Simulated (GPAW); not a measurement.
**How NaF (Villiaumite) absorbs and reflects light**

Wanted: where NaF (Villiaumite) starts to absorb, how strongly, and its refractive index.

Calculated with GPAW 26.7.0; DFT, PBE, plane-wave PAW (GPAW data sets), scalar-relativistic, RPA, optical limit.

### 1. The structure

It takes space group Fm-3m (No. 225, cubic). Conventional cell: a = 4.640 Å, b = 4.640 Å, c = 4.640 Å, α = 90.00°, β = 90.00°, γ = 90.00°. Nearest to Na lie 6 F at 2.32 Å. F has 6 Na at 2.32 Å nearest. Farther neighbours and most contacts between anions are not listed.

Coordinates:

```
Na F
1.0
     0.00000    2.32000    2.32000
     2.32000    0.00000    2.32000
     2.32000    2.32000    0.00000
Na F
1 1
Direct
  0.00000 0.00000 0.00000
  0.50000 0.50000 0.50000
```

### 2. Bands for the response

At the fixed density, many empty bands are solved on the mesh of the response, since the spectrum sums over them.

This step: DFT, PBE, plane-wave PAW (GPAW data sets), scalar-relativistic, bands at fixed density (GPAW 26.7.0).

Contents of nscf.py:

```python
from ase.dft.bandgap import bandgap
from gpaw import GPAW, FermiDirac

calc = GPAW('gs.gpw').fixed_density(kpts={'size': (13, 13, 13), 'gamma': True}, nbands=34, convergence={'bands': 28},
                                    occupations=FermiDirac(0.001), txt='nscf.txt')
print('gap (eV)', bandgap(calc, output=None)[0])
print('direct gap (eV)', bandgap(calc, direct=True, output=None)[0])
print('top band over the Fermi level (eV)', min(calc.get_eigenvalues(kpt=k)[27] for k in range(len(calc.get_ibz_k_points()))) - calc.get_fermi_level())
calc.write('full.gpw', mode='all')
```

Command:

```
> OMP_NUM_THREADS=1 python nscf.py
```

Numbers of over 12 decimals in the logs are rounded to 6 here.

The program printed:

```text
Diagonalizing LCAO Hamiltonian
Converting LCAO to pw mode
convergence criteria:
- Maximum integral of absolute [eigenst]ate change: 4e-08 eV^2 / valence electron
maximum number of iterations: 150

SCF iterations
|iter     |      energy | eigst |  dens |
|iter:   1||             | +3.36 |       |
|iter:   2||             | +1.67 |       |
|iter:   3||             | -0.23 |       |
|iter:   4||             | -1.48 |       |
|iter:   5||             | -3.02 |       |
|iter:   6||             | -4.04 |       |
|iter:   7||             | -5.11 |       |
|iter:   8||             | -5.71 |       |
|iter:   9||             | -6.25 |       |
|iter:  10||             | -6.80 |       |
|iter:  11||             | -7.27 |       |
|iter:  12||             | -7.82c|       |
SCF steps: 12
  __  _  _
 | _ |_)|_||  |
 |__||  | ||/\| - 26.7.0

Versions:
  Python: 3.12.14
  ASE:    3.29.0
  Numpy:  2.5.5
  Scipy:  1.18.1
  Libxc:  7.0.0

Input parameters:
  mode=PW(ecut=500.0),
  convergence={'bands': 28},
  gpts=array([18, 18, 18]),
  kpts=MonkhorstPack(size=(13, 13, 13), gamma=True),
  maxiter=150,
  nbands=34,
  occupations=Occupations(name='fermi-dirac', width=0.001, fixmagmom=False),
  parallel={},
  xc=XC(name='PBE')

--- standard output ---
gap (eV) 6.299381
direct gap (eV) 6.299381
top band over the Fermi level (eV) 48.371069
```

It took 46 s on 1 thread of Arm Neoverse V1, shared host; peak memory 0.17 GiB.

Read-outs, printed or worked out from the files:

* gap on the k-mesh: 6.299 eV
* direct gap on the mesh: 6.299 eV

### 3. Dielectric function, RPA

Transitions between filled and empty bands, summed over the zone, give the optical response, so mesh, band count and broadening shape it.

The induced potential is part of this response.

This step: DFT, PBE, plane-wave PAW (GPAW data sets), scalar-relativistic, RPA, optical limit (GPAW 26.7.0).

Contents of df.py:

```python
from gpaw.response.df import DielectricFunction

df = DielectricFunction('full.gpw', frequencies={'type': 'nonlinear', 'domega0': 0.03, 'omega2': 8},
                        ecut=50,
                        eta=0.15,
                        nbands=28,
                        txt='df.txt')
for direction in ['x']:
    df.get_dielectric_function(xc='RPA', direction=direction, filename=f'df_{direction}.csv')
```

Command:

```
> OMP_NUM_THREADS=1 python df.py
```

The program printed:

```text
Using integrator: PointIntegrator
NonLinearFrequencyDescriptor(from 0.000 to 77.986 eV, 517 points)
Nonperiodic BCs:  [False False False]
Using integrator: PointIntegrator
NonLinearFrequencyDescriptor(from 0.000 to 77.986 eV, 517 points)
Nonperiodic BCs:  [False False False]

Calculating chi0 body with:
    Ground state adapter containing:
    Number of spins: 1
    Number of kpoints: 2197
    Number of irreducible kpoints: 84
    Number of completely occupied states: 7
    Number of partially occupied states: 7

    Linear response parametrization:
    q_c: [0.0, 0.0, 0.0]
    Number of frequency points: 517
    Planewave cutoff: 50.0
    Number of bands: 28
    Number of planewaves: 15
    Broadening (eta): 0.15

Integrating chi0 body.

Symmetries of q_c:
    Direct symmetries (Uq -> q): 48
    Indirect symmetries (TUq -> q): 0
In total 48 allowed symmetries.

84 groups of equivalent kpoints. 96.176604% reduction.

Integral kind: spectral function

Calculating chi0 optical extensions with:
    Ground state adapter containing:
    Number of spins: 1
    Number of kpoints: 2197
    Number of irreducible kpoints: 84
    Number of completely occupied states: 7
    Number of partially occupied states: 7

    Linear response parametrization:
    Number of frequency points: 517
    Planewave cutoff: 50.0
    Number of bands: 28
    Number of planewaves: 15
    Broadening (eta): 0.15
Integrating chi0 head and wings.

Symmetries of q_c:
    Direct symmetries (Uq -> q): 48
    Indirect symmetries (TUq -> q): 0
In total 48 allowed symmetries.

84 groups of equivalent kpoints. 96.176604% reduction.

Integral kind: spectral function wings
```

Elapsed: 7.5 s, on 1 thread; peak memory 0.2 GiB.

Read-outs, printed or worked out from the files:

```
electronic dielectric constant ε∞, mean over x, y and z (by symmetry where fewer were run) : 1.769
```

Some rows of df_x.csv (energy; Re and Im without local fields; Re and Im with them):

```text
0.000000, 1.837193, 0.000000, 1.768698, 0.000000
0.429336, 1.838181, 0.000692, 1.769609, 0.000638
0.878195, 1.841351, 0.001434, 1.772534, 0.001323
1.347938, 1.847105, 0.002254, 1.777846, 0.002082
1.840057, 1.856003, 0.003193, 1.786067, 0.002952
2.356191, 1.868851, 0.004313, 1.797954, 0.003993
2.898142, 1.886856, 0.005717, 1.814642, 0.005304
3.467895, 1.911923, 0.007592, 1.837936, 0.007067
4.067647, 1.947317, 0.010326, 1.870948, 0.009654
4.699832, 1.999373, 0.014879, 1.919763, 0.014000
5.367152, 2.083388, 0.024598, 1.999203, 0.023384
6.072622, 2.259208, 0.068865, 2.167842, 0.066776
6.819608, 2.357250, 0.374282, 2.256071, 0.367023
7.611886, 2.251185, 0.683378, 2.140951, 0.665058
8.453705, 2.236105, 0.773184, 2.112850, 0.741764
9.349861, 2.154741, 0.811174, 2.018092, 0.763853
10.305790, 2.021369, 0.862578, 1.876295, 0.791061
11.327680, 1.661492, 1.089787, 1.547426, 0.976105
12.422601, 1.636386, 0.754229, 1.500247, 0.644900
13.598673, 2.241296, 1.381856, 2.044444, 0.987198
```

The Im ε, E ∥ x has structure finer than the step of the table below, so its rows give means over 0.25 eV, whole bins alone (the curve runs from 0 to 14.0 eV). Peaks (eV: height): 8.516: 0.822, 11.252: 1.01.

Values under the direct gap are tails of Lorentzian lines. Im ε, E ∥ x against photon energy; means over each step:

```
photon energy (eV)  Im ε, E ∥ x
              0.25       3.7e-4
              0.50       7.4e-4
              0.75      0.00112
              1.00      0.00152
              1.25      0.00192
              1.50      0.00234
              1.75      0.00279
              2.00      0.00326
              2.25      0.00377
              2.50      0.00432
              2.75      0.00492
              3.00      0.00559
              3.25      0.00634
              3.50      0.00719
              3.75      0.00817
              4.00      0.00932
              4.25       0.0107
              4.50       0.0124
              4.75       0.0145
              5.00       0.0173
              5.25       0.0211
              5.50       0.0269
              5.75       0.0366
              6.00       0.0576
              6.25        0.122
              6.50        0.280
              6.75        0.358
              7.00        0.493
              7.25        0.493
              7.50        0.558
              7.75        0.635
              8.00        0.615
              8.25        0.567
              8.50        0.755
              8.75        0.691
              9.00        0.631
              9.25        0.657
              9.50        0.837
              9.75        0.720
             10.00        0.688
             10.25        0.766
             10.50        0.888
             10.75        0.867
             11.00        0.843
             11.25        0.978
             11.50        0.914
             11.75        0.772
             12.00        0.752
             12.25        0.681
             12.50        0.639
             12.75        0.602
             13.00        0.596
             13.25        0.686
             13.50        0.861
             13.75         1.30
```

Table of Re ε, E ∥ x by photon energy:

```
photon energy (eV)  Re ε, E ∥ x
               0.0         1.77
               0.5         1.77
               1.0         1.77
               1.5         1.78
               2.0         1.79
               2.5         1.80
               3.0         1.82
               3.5         1.84
               4.0         1.87
               4.5         1.90
               5.0         1.95
               5.5         2.02
               6.0         2.14
               6.5         2.31
               7.0         2.26
               7.5         2.20
               8.0         2.01
               8.5         2.04
               9.0         1.83
               9.5         1.86
              10.0         1.83
              10.5         1.82
              11.0         1.73
              11.5         1.48
              12.0         1.48
              12.5         1.51
              13.0         1.70
              13.5         1.98
```

The Im ε, E ∥ x has structure finer than the step of the table below, so its rows give means over 0.5 eV, whole bins alone (the curve runs from 0 to 14.0 eV). Peaks (eV: height): without local fields 8.52: 0.857, 11.25: 1.13; with local fields 8.52: 0.822, 11.25: 1.01.

Values under the direct gap are tails of Lorentzian lines. Table of Im ε, E ∥ x by photon energy; means over each step:

```csv
photon energy (eV),without local fields,with local fields
0.5,8.1e-4,7.5e-4
1.0,0.00164,0.00152
1.5,0.00254,0.00234
2.0,0.00353,0.00326
2.5,0.00467,0.00432
3.0,0.00603,0.00560
3.5,0.00774,0.00720
4.0,0.0100,0.00935
4.5,0.0132,0.0124
5.0,0.0184,0.0174
5.5,0.0287,0.0273
6.0,0.0650,0.0630
6.5,0.269,0.264
7.0,0.482,0.472
7.5,0.571,0.557
8.0,0.622,0.602
8.5,0.723,0.694
9.0,0.667,0.635
9.5,0.835,0.785
10.0,0.756,0.701
10.5,0.943,0.862
11.0,0.978,0.879
11.5,1.01,0.902
12.0,0.842,0.738
12.5,0.752,0.639
13.0,0.762,0.610
13.5,1.23,0.902
```

Table of refractive index n and extinction k by photon energy:

| photon energy (eV) | n | k |
| --- | --- | --- |
| 0.0 | 1.33 | 0 |
| 0.5 | 1.33 | 2.8e-4 |
| 1.0 | 1.33 | 5.7e-4 |
| 1.5 | 1.33 | 8.8e-4 |
| 2.0 | 1.34 | 0.00122 |
| 2.5 | 1.34 | 0.00161 |
| 3.0 | 1.35 | 0.00207 |
| 3.5 | 1.36 | 0.00265 |
| 4.0 | 1.37 | 0.00341 |
| 4.5 | 1.38 | 0.00448 |
| 5.0 | 1.40 | 0.00617 |
| 5.5 | 1.42 | 0.00939 |
| 6.0 | 1.46 | 0.0192 |
| 6.5 | 1.52 | 0.0947 |
| 7.0 | 1.51 | 0.162 |
| 7.5 | 1.50 | 0.185 |
| 8.0 | 1.43 | 0.215 |
| 8.5 | 1.46 | 0.275 |
| 9.0 | 1.37 | 0.231 |
| 9.5 | 1.40 | 0.309 |
| 10.0 | 1.37 | 0.249 |
| 10.5 | 1.39 | 0.327 |
| 11.0 | 1.35 | 0.302 |
| 11.5 | 1.27 | 0.362 |
| 12.0 | 1.25 | 0.306 |
| 12.5 | 1.26 | 0.254 |
| 13.0 | 1.32 | 0.221 |
| 13.5 | 1.44 | 0.292 |

The reflectivity at normal incidence, E ∥ x has structure finer than the step of the table below, so its rows give means over 0.5 eV, whole bins alone (the curve runs from 0 to 14.0 eV). Peaks (eV: height): 7.04: 4.60, 7.55: 4.56, 8.45: 4.67, 9.42: 4.52, 10.52: 4.44, 11.18: 4.58.

The reflectivity at normal incidence, E ∥ x by photon energy; means over each step:

```
photon energy (eV)  reflectivity at normal incidence, E ∥ x (%)
               0.5                                         2.01
               1.0                                         2.03
               1.5                                         2.05
               2.0                                         2.09
               2.5                                         2.14
               3.0                                         2.20
               3.5                                         2.29
               4.0                                         2.40
               4.5                                         2.54
               5.0                                         2.74
               5.5                                         3.04
               6.0                                         3.57
               6.5                                         4.25
               7.0                                         4.32
               7.5                                         4.23
               8.0                                         3.84
               8.5                                         4.13
               9.0                                         3.57
               9.5                                         4.09
              10.0                                         3.61
              10.5                                         4.20
              11.0                                         4.05
              11.5                                         3.77
              12.0                                         2.88
              12.5                                         2.53
              13.0                                         2.88
              13.5                                         4.80
```

Optical constants at common wavelengths, from n + ik = √ε:

```
wavelength (nm)     n      k  R (%)     1/α
           1550  1.33  0.000    2.0  273 µm
            800  1.33  0.001    2.1   70 µm
            532  1.34  0.001    2.1   29 µm
            405  1.35  0.002    2.2   15 µm
            365  1.35  0.003    2.3   12 µm
            248  1.40  0.006    2.7  3.2 µm
            193  1.52  0.071    4.3  215 nm
```

Below the direct gap, k and the depth come from the tails of the Lorentzian lines, not from transitions.

Rows near the edge hang on the gap, which this functional as a rule makes too small, and phonon-assisted absorption is left out.

### 4. Results

| Property | Result |
| --- | --- |
| electronic dielectric constant ε∞, mean over x, y and z (by symmetry where fewer were run) (RPA) | 1.77 |

**Reading.** At this level (PBE, RPA) NaF has ε∞ = 1.77 and n = 1.33 at 1550 nm. On the mesh the gap is 6.30 eV and the least direct gap 6.30 eV. Local fields change the static value along x from 1.84 to 1.77 (-4 %). Distinct maxima of Im ε, read by a parabola through the highest points, lie at 8.54 eV (0.83), 9.50 eV (0.87), 10.55 eV (0.92) and 11.24 eV (1.0). Excitons and phonon-assisted transitions are missing; PBE gaps are as a rule too small, which pulls the onset down and ε∞ up. The sum runs over mesh points, so small or evenly spaced maxima can still be ripples of the mesh. In this version of GPAW the matrix elements of the optical limit are incomplete, which can lower ε − 1 by up to a tenth where first-row anions or d states rule, and shift it by more in d metals.

[Machine, clock and banner lines and Python warnings are left out of the logs.]

[Logs are printed without paths, hosts, clocks, repeated set-up lines and the standing remarks that a program may print on its own settings, such as how far it seeks lower states.]

[Hosts, paths, dates, database ids (printed as entryN), source tags and the programs' standing remarks are cut or masked in the printed files.]
